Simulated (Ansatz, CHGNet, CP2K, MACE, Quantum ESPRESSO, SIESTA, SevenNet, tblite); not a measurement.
# CP2K runs on Na+ TFSI- in propylene carbonate and ethylene carbonate at 330 K (114 atoms), part 2 of 3

Wanted: CP2K inputs and outputs for Na+ TFSI- in propylene carbonate and ethylene carbonate at 330 K (114 atoms), checked against a plane-wave reference.

Program: CP2K 2026.2; the method stands at each step. Banners, paths, timers and routine set-up lines are dropped from the logs unmarked, and long logs keep their key lines alone; longer cuts are marked.

So far. Step 2 (PBE, DZVP-MOLOPT-SR, 800/50 Ry, diagonalisation): Forces lie 7.7 % from the reference's, at 5.4 times its CPU time (on 4 against 8 cores).

## Step 3: PBE, SZV-MOLOPT-SR, 800/50 Ry, diagonalisation

Method: Kohn-Sham DFT, PBE, GTH-PBE pseudopotentials, Gaussian and plane waves, SZV-MOLOPT-SR-GTH, diagonalisation.

input.inp reads:

```
&GLOBAL
  PROJECT cell
  RUN_TYPE ENERGY_FORCE
  PRINT_LEVEL LOW
&END GLOBAL
&FORCE_EVAL
  METHOD QS
  STRESS_TENSOR ANALYTICAL
  &DFT
    BASIS_SET_FILE_NAME BASIS_MOLOPT
    POTENTIAL_FILE_NAME GTH_POTENTIALS
    &MGRID
      CUTOFF 800
      REL_CUTOFF 50
      NGRIDS 5
    &END MGRID
    &QS
      EPS_DEFAULT 1.0E-12
    &END QS
    &SCF
      SCF_GUESS ATOMIC
      EPS_SCF 1.0E-06
      MAX_SCF 200
      ADDED_MOS 14
      &DIAGONALIZATION
        ALGORITHM STANDARD
      &END DIAGONALIZATION
      &SMEAR ON
        METHOD FERMI_DIRAC
        ELECTRONIC_TEMPERATURE [K] 580
      &END SMEAR
      &MIXING
        METHOD BROYDEN_MIXING
        ALPHA 0.3
        NBROYDEN 8
      &END MIXING
      &PRINT
        &RESTART OFF
        &END RESTART
      &END PRINT
    &END SCF
    &XC
      &XC_FUNCTIONAL PBE
      &END XC_FUNCTIONAL
    &END XC
    &PRINT
      &MULLIKEN ON
      &END MULLIKEN
      &LOWDIN ON
      &END LOWDIN
      &MO ON
        EIGENVALUES T
        OCCUPATION_NUMBERS T
        MO_INDEX_RANGE 220 243
        &EACH
          QS_SCF 0
        &END EACH
        ADD_LAST NUMERIC
      &END MO
    &END PRINT
  &END DFT
  &SUBSYS
    &CELL
      A 11.21847 0.00000 0.00000
      B 0.00000 11.21847 0.00000
      C 0.00000 0.00000 11.21847
    &END CELL
    &COORD
      N 5.14008 5.92694 4.95049
      S 6.20269 6.67364 3.90403
      O 7.41990 6.69417 4.45844
      O 5.69887 7.73693 3.23238
      C 6.16343 5.34190 2.66315
      F 5.17923 4.57657 2.82234
      F 5.91752 5.74543 1.40063
      F 7.31411 4.65948 2.58159
      S 6.08748 4.99155 5.88768
      O 7.09142 4.39315 5.37836
      O 5.23398 4.17462 6.69518
      C 6.68037 6.28167 7.08009
      F 5.89407 7.47958 6.94749
      F 7.99518 6.54945 6.90732
      F 6.79054 5.79961 8.41296
      N 8.62611 0.63182 7.54913
      S 9.91578 10.74483 7.93157
      O 10.07430 9.55926 7.26575
      O 10.11087 10.48366 9.33388
      C 0.07101 0.78024 7.61297
[... 90 atom lines left out ...]
      H 7.78304 2.52943 0.66638
      H 8.28103 1.89132 10.38426
      Na 8.88985 8.45637 5.55303
      Na 4.73879 2.01719 7.64483
    &END COORD
    &KIND N
      BASIS_SET SZV-MOLOPT-SR-GTH-q5
      POTENTIAL GTH-PBE-q5
    &END KIND
    &KIND S
      BASIS_SET SZV-MOLOPT-SR-GTH-q6
      POTENTIAL GTH-PBE-q6
    &END KIND
    &KIND O
      BASIS_SET SZV-MOLOPT-SR-GTH-q6
      POTENTIAL GTH-PBE-q6
    &END KIND
    &KIND C
      BASIS_SET SZV-MOLOPT-SR-GTH-q4
      POTENTIAL GTH-PBE-q4
    &END KIND
    &KIND F
      BASIS_SET SZV-MOLOPT-SR-GTH-q7
      POTENTIAL GTH-PBE-q7
    &END KIND
    &KIND H
      BASIS_SET SZV-MOLOPT-SR-GTH-q1
      POTENTIAL GTH-PBE-q1
    &END KIND
    &KIND Na
      BASIS_SET SZV-MOLOPT-SR-GTH-q9
      POTENTIAL GTH-PBE-q9
    &END KIND
  &END SUBSYS
  &PRINT
    &FORCES ON
    &END FORCES
    &STRESS_TENSOR ON
    &END STRESS_TENSOR
  &END PRINT
&END FORCE_EVAL
```

Started as:

```sh
$ OMP_NUM_THREADS=2 cp2k.psmp -i input.inp > output.txt
```

Numbers of over 12 decimals in the logs are rounded to 6 here.

What it wrote:

```text
CP2K| version string:                                       CP2K version 2026.2
 CP2K| Input file name                                                 input.inp
 GLOBAL| Basis set file name                                        BASIS_MOLOPT
 GLOBAL| Potential file name                                      GTH_POTENTIALS
 GLOBAL| Run type                                                   ENERGY_FORCE
 GLOBAL| Total number of message passing processes                             1
 GLOBAL| Number of threads for this process                                    2
[... lines left out ...]
                        Smear method:                                FERMI_DIRAC
[... lines left out ...]
 Number of electrons:                                                        462
[... lines left out ...]
  Step     Update method      Time    Convergence         Total energy    Change
[... lines left out ...]
  *** SCF run converged in    23 steps ***
[... lines left out ...]
  Fermi energy:                                                 0.068970
  Total energy:                                             -1092.156897
  Total energy (extrapolated to T->0):                      -1092.156897
[... lines left out ...]
 MO| E(Fermi):            0.068970 a.u.          1.876762 eV
[... lines left out ...]
     113     Na       7          8.335962                              0.664038
     114     Na       7          8.313752                              0.686248
 # Total charge                            462.000000                 -0.000000
 ENERGY| Total FORCE_EVAL ( QS ) energy [hartree]          -1092.156883
 FORCES| Atomic forces [hartree/bohr]
 FORCES|   Atom     x               y               z               |f|
 FORCES|      1 -1.18870287E-01  2.94455741E-02 -7.95580594E-03   1.22721155E-01
 FORCES|      2 -2.66362394E-01 -2.78744494E-01 -2.94310449E-03   3.85559437E-01
 FORCES|      3  5.15700497E-01  3.91904491E-02  2.10315414E-01   5.58314846E-01
[...]
FORCES|    113 -2.01109096E-03 -3.72408029E-03 -1.74997431E-03   4.57992041E-03
 FORCES|    114 -9.65673091E-03  7.90961014E-03  8.84117633E-03   1.52964304E-02
 FORCES| Sum    -2.30978781E-02  1.08173115E-02  1.21361295E-03
 FORCES| Total atomic force                                       2.55342722E-02
 STRESS| Analytical stress tensor [bar]
 STRESS|                        x                   y                   z
 STRESS|      x        3.44453412156E+05  -2.93708699787E+04   2.08587744212E+04
 STRESS|      y       -2.93708699787E+04   3.18238990176E+05  -2.85496163200E+04
 STRESS|      z        2.08587744212E+04  -2.85496163200E+04   2.45427265428E+05
 STRESS| 1/3 Trace                                             3.02706555920E+05
```

Elapsed: 2.5 min, on 2 threads of Arm Neoverse V2, shared host; peak memory 4.8 GiB.

Against the reference:

```yaml
r_m_s_force_component: 6.337 eV/Å
r_m_s_difference_of_force_components: 4060 meV/Å
longest_difference_of_force_vectors: 22380 meV/Å
force_difference_over_r_m_s_force: 133.7 %
slope_of_forces_against_the_reference_s: 1.785
correlation_of_force_components: 0.8549
spacing_of_highest_filled_and_lowest_empty_level: 2.296 eV
gap_difference: -1.481 eV
pressure: 30.27 GPa
pressure_difference: 24.26 GPa
```

This is a coarse setting, run to see what it loses.

Against the first run (7.7 %), the force difference from the reference is 134 %, at 0.73 times the CPU time (on 2 against 4 cores), with 350 basis functions against 1186: the smaller basis costs accuracy.

The forces add up to 1.3 eV/Å instead of zero, usually a sign of too coarse a grid.

## Step 4: PBE, SZV-MOLOPT-SR, 800/50 Ry, TRS4 filter 1e-03, SCF 1e-04

Method: Kohn-Sham DFT, PBE, GTH-PBE pseudopotentials, Gaussian and plane waves, SZV-MOLOPT-SR-GTH, linear-scaling purification of the density matrix.

Changes to input.inp since step 3:

```diff
@@ -17,26 +17,14 @@
     &QS
-      EPS_DEFAULT 1.0E-12
+      EPS_DEFAULT 1.0E-10
+      LS_SCF T
     &END QS
-    &SCF
-      SCF_GUESS ATOMIC
-      EPS_SCF 1.0E-06
-      MAX_SCF 200
-      ADDED_MOS 14
-      &DIAGONALIZATION
-        ALGORITHM STANDARD
-      &END DIAGONALIZATION
-      &SMEAR ON
-        METHOD FERMI_DIRAC
-        ELECTRONIC_TEMPERATURE [K] 580
-      &END SMEAR
-      &MIXING
-        METHOD BROYDEN_MIXING
-        ALPHA 0.3
-        NBROYDEN 8
-      &END MIXING
-      &PRINT
-        &RESTART OFF
-        &END RESTART
-      &END PRINT
-    &END SCF
+    &LS_SCF
+      PURIFICATION_METHOD TRS4
+      EPS_FILTER 1.0E-03
+      EPS_SCF 1.0E-04
+      MAX_SCF 60
+      S_PRECONDITIONER ATOMIC
+      MIXING_FRACTION 0.45
+      REPORT_ALL_SPARSITIES F
+    &END LS_SCF
     &XC
@@ -48,13 +36,2 @@
       &END MULLIKEN
-      &LOWDIN ON
-      &END LOWDIN
-      &MO ON
-        EIGENVALUES T
-        OCCUPATION_NUMBERS T
-        MO_INDEX_RANGE 220 243
-        &EACH
-          QS_SCF 0
-        &END EACH
-        ADD_LAST NUMERIC
-      &END MO
     &END PRINT
```

What it wrote:

```text
CP2K| version string:                                       CP2K version 2026.2
 CP2K| Input file name                                                 input.inp
 GLOBAL| Basis set file name                                        BASIS_MOLOPT
 GLOBAL| Potential file name                                      GTH_POTENTIALS
 GLOBAL| Run type                                                   ENERGY_FORCE
 GLOBAL| Total number of message passing processes                             1
 GLOBAL| Number of threads for this process                                    2
 TOTAL NUMBERS AND MAXIMUM NUMBERS
  Total number of            - Atomic kinds:                                   7
                             - Atoms:                                        114
[... lines left out ...]
 Re-scaling the density matrix to get the right number of electrons
[... lines left out ...]
 SCF run converged in     8 steps.
 !-----------------------------------------------------------------------------!
                     Mulliken Population Analysis
 #  Atom  Element  Kind  Atomic population                           Net charge
       1     N        1          5.664378                             -0.664378
       2     S        2          4.392323                              1.607677
       3     O        3          6.731031                             -0.731031
[...]
113     Na       7          8.211855                              0.788145
     114     Na       7          8.192407                              0.807593
 # Total charge                            461.953358                  0.046642
 !-----------------------------------------------------------------------------!
 ENERGY| Total FORCE_EVAL ( QS ) energy [hartree]          -1091.798287
 FORCES| Atomic forces [hartree/bohr]
 FORCES|   Atom     x               y               z               |f|
 FORCES|      1 -1.18749385E-01  2.82387658E-02 -9.76086726E-03   1.22450475E-01
 FORCES|      2 -2.71305553E-01 -2.85063186E-01 -3.47829998E-03   3.93547738E-01
 FORCES|      3  5.27053643E-01  4.84138192E-02  2.11566606E-01   5.69991113E-01
[...]
FORCES|    113 -1.55905443E-02 -3.20239634E-02  1.44851501E-02   3.84502130E-02
 FORCES|    114 -7.58513113E-03  7.61595873E-03  6.52917763E-03   1.25764543E-02
 FORCES| Sum    -2.30940795E-02  1.07158847E-02  1.47688680E-03
 FORCES| Total atomic force                                       2.55019193E-02
 STRESS| Analytical stress tensor [bar]
 STRESS|                        x                   y                   z
 STRESS|      x        3.52141515557E+05  -2.23594405278E+04   2.49973349197E+04
 STRESS|      y       -2.23594405278E+04   3.17824576023E+05  -2.60200016401E+04
 STRESS|      z        2.49973349197E+04  -2.60200016401E+04   2.54988690953E+05
 STRESS| 1/3 Trace                                             3.08318260844E+05
```

The job ended after 50 s (2 threads; peak memory 2.6 GiB).

Compared with the plane-wave run:

```
r.m.s. force component                          : 6.38 eV/Å
r.m.s. difference of force components           : 4125 meV/Å
longest difference of force vectors             : 21750 meV/Å
force difference over r.m.s. force              : 135.9 %
slope of forces against the reference's         : 1.786
correlation of force components                 : 0.8496
pressure                                        : 30.83 GPa
pressure difference                             : 24.82 GPa
energy less the same-level run's                : 85.6 meV/atom
r.m.s. force difference from the same-level run : 912.9 meV/Å
```

This is a coarse setting, run to see what it loses.

Against the first run (7.7 %), the force difference from the reference is 136 %, at 0.25 times the CPU time (on 2 against 4 cores) (8 SCF steps against 19).

The forces add up to 1.3 eV/Å instead of zero, usually a sign of too coarse a grid.

## Step 5: PBE, DZVP-MOLOPT-SR, 400/50 Ry, diagonalisation

Method: Kohn-Sham DFT, PBE, GTH-PBE pseudopotentials, Gaussian and plane waves, DZVP-MOLOPT-SR-GTH, diagonalisation.

input.inp reads:

```
&GLOBAL
  PROJECT cell
  RUN_TYPE ENERGY_FORCE
  PRINT_LEVEL LOW
&END GLOBAL
&FORCE_EVAL
  METHOD QS
  STRESS_TENSOR ANALYTICAL
  &DFT
    BASIS_SET_FILE_NAME BASIS_MOLOPT
    POTENTIAL_FILE_NAME GTH_POTENTIALS
    &MGRID
      CUTOFF 400
      REL_CUTOFF 50
    &END MGRID
    &QS
      EPS_DEFAULT 1.0E-12
    &END QS
    &SCF
      SCF_GUESS ATOMIC
      EPS_SCF 1.0E-06
      MAX_SCF 200
      ADDED_MOS 14
      &DIAGONALIZATION
        ALGORITHM STANDARD
      &END DIAGONALIZATION
      &SMEAR ON
        METHOD FERMI_DIRAC
        ELECTRONIC_TEMPERATURE [K] 580
      &END SMEAR
      &MIXING
        METHOD BROYDEN_MIXING
        ALPHA 0.3
        NBROYDEN 8
      &END MIXING
      &PRINT
        &RESTART OFF
        &END RESTART
      &END PRINT
    &END SCF
    &XC
      &XC_FUNCTIONAL PBE
      &END XC_FUNCTIONAL
    &END XC
    &PRINT
      &MULLIKEN ON
      &END MULLIKEN
      &LOWDIN ON
      &END LOWDIN
      &MO ON
        EIGENVALUES T
        OCCUPATION_NUMBERS T
        MO_INDEX_RANGE 220 243
        &EACH
          QS_SCF 0
        &END EACH
        ADD_LAST NUMERIC
      &END MO
    &END PRINT
  &END DFT
  &SUBSYS
    &CELL
      A 11.21847 0.00000 0.00000
      B 0.00000 11.21847 0.00000
      C 0.00000 0.00000 11.21847
    &END CELL
    &COORD
      SCALED
[... 114 atom lines left out: the same atoms as in the first run ...]
    &END COORD
    &KIND N
      BASIS_SET DZVP-MOLOPT-SR-GTH-q5
      POTENTIAL GTH-PBE-q5
    &END KIND
    &KIND S
      BASIS_SET DZVP-MOLOPT-SR-GTH-q6
      POTENTIAL GTH-PBE-q6
    &END KIND
    &KIND O
      BASIS_SET DZVP-MOLOPT-SR-GTH-q6
      POTENTIAL GTH-PBE-q6
    &END KIND
    &KIND C
      BASIS_SET DZVP-MOLOPT-SR-GTH-q4
      POTENTIAL GTH-PBE-q4
    &END KIND
    &KIND F
      BASIS_SET DZVP-MOLOPT-SR-GTH-q7
      POTENTIAL GTH-PBE-q7
    &END KIND
    &KIND H
      BASIS_SET DZVP-MOLOPT-SR-GTH-q1
      POTENTIAL GTH-PBE-q1
    &END KIND
    &KIND Na
      BASIS_SET DZVP-MOLOPT-SR-GTH-q9
      POTENTIAL GTH-PBE-q9
    &END KIND
  &END SUBSYS
  &PRINT
    &FORCES ON
    &END FORCES
    &STRESS_TENSOR ON
    &END STRESS_TENSOR
  &END PRINT
&END FORCE_EVAL
```

What it wrote:

```text
CP2K| version string:                                       CP2K version 2026.2
 CP2K| Input file name                                                 input.inp
 GLOBAL| Basis set file name                                        BASIS_MOLOPT
 GLOBAL| Potential file name                                      GTH_POTENTIALS
 GLOBAL| Run type                                                   ENERGY_FORCE
 GLOBAL| Total number of message passing processes                             1
 GLOBAL| Number of threads for this process                                    2
 TOTAL NUMBERS AND MAXIMUM NUMBERS
  Total number of            - Atomic kinds:                                   7
                             - Atoms:                                        114
[... lines left out ...]
                        Smear method:                                FERMI_DIRAC
[... lines left out ...]
 Number of electrons:                                                        462
[... lines left out ...]
  Step     Update method      Time    Convergence         Total energy    Change
[... lines left out ...]
  *** SCF run converged in    19 steps ***
[... lines left out ...]
  Fermi energy:                                                 0.052482
  Total energy:                                             -1097.760927
  Total energy (extrapolated to T->0):                      -1097.760927
[... lines left out ...]
 MO| E(Fermi):            0.052482 a.u.          1.428116 eV
[... lines left out ...]
       1     N        1          5.542039                             -0.542039
       2     S        2          5.430247                              0.569753
       3     O        3          6.259189                             -0.259189
[...]
# Total charge                            462.000000                 -0.000000
 !-----------------------------------------------------------------------------!
 LOWDIN POPULATION ANALYSIS
 #  Atom  Element  Kind  Atomic population                           Net charge
[...]
113     Na       7          8.480094                              0.519906
     114     Na       7          8.392852                              0.607148
 # Total charge                            462.000000                 -0.000000
 ENERGY| Total FORCE_EVAL ( QS ) energy [hartree]          -1097.760932
 FORCES| Atomic forces [hartree/bohr]
 FORCES|   Atom     x               y               z               |f|
 FORCES|      1  2.79006567E-02  8.61302553E-03 -6.57991861E-03   2.99320260E-02
 FORCES|      2 -1.43781881E-01 -1.28589627E-01  1.06724499E-03   1.92898057E-01
 FORCES|      3  1.94067968E-01  3.04551556E-02  6.48944698E-02   2.06884472E-01
[...]
FORCES|    113 -1.91937870E-03 -4.24038214E-02 -2.13928352E-02   4.75333723E-02
 FORCES|    114 -1.36623186E-03  2.41791335E-02  3.97781341E-04   2.42209685E-02
 FORCES| Sum     2.03970278E-02 -1.51081756E-02 -3.85551784E-02
 FORCES| Total atomic force                                       4.61605621E-02
 STRESS| Analytical stress tensor [bar]
 STRESS|                        x                   y                   z
 STRESS|      x        8.52455116406E+04  -1.13133182947E+04  -5.04767454703E+03
 STRESS|      y       -1.13133182947E+04   6.61105699807E+04  -7.30117130707E+02
 STRESS|      z       -5.04767454703E+03  -7.30117130707E+02   5.80932027044E+04
 STRESS| 1/3 Trace                                             6.98164281086E+04
```

Run time: 1.8 min. Hardware: 2 threads; peak memory 1.9 GiB; 3.4 min of CPU time.

Compared with the plane-wave run:

```yaml
r_m_s_force_component: 3.168 eV/Å
r_m_s_difference_of_force_components: 277 meV/Å
longest_difference_of_force_vectors: 1921 meV/Å
force_difference_over_r_m_s_force: 9.123 %
slope_of_forces_against_the_reference_s: 1.04
correlation_of_force_components: 0.9969
spacing_of_highest_filled_and_lowest_empty_level: 3.771 eV
gap_difference: -0.0054 eV
pressure: 6.982 GPa
pressure_difference: 0.9736 GPa
energy_less_the_same_level_run_s: -2.804 meV/atom
r_m_s_force_difference_from_the_same_level_run: 185.5 meV/Å
```

This is a coarse setting, run to see what it loses.

Against the first run (7.7 %), the force difference from the reference is 9.1 %, at 0.60 times the CPU time (on 2 against 4 cores): the grid matters here.

The forces add up to 2.4 eV/Å instead of zero, usually a sign of too coarse a grid.

[end of part 2 of 3]

[Also dropped from logs without a mark: logging warnings of Python, and SIESTA's first energy breakdown and zero terms.]

[Logs are printed without paths, hosts, clocks, repeated set-up lines and the standing remarks that a program may print on its own settings, such as how far it seeks lower states.]

[Hosts, paths, dates, database ids (printed as entryN), source tags and the programs' standing remarks are cut or masked in the printed files.]
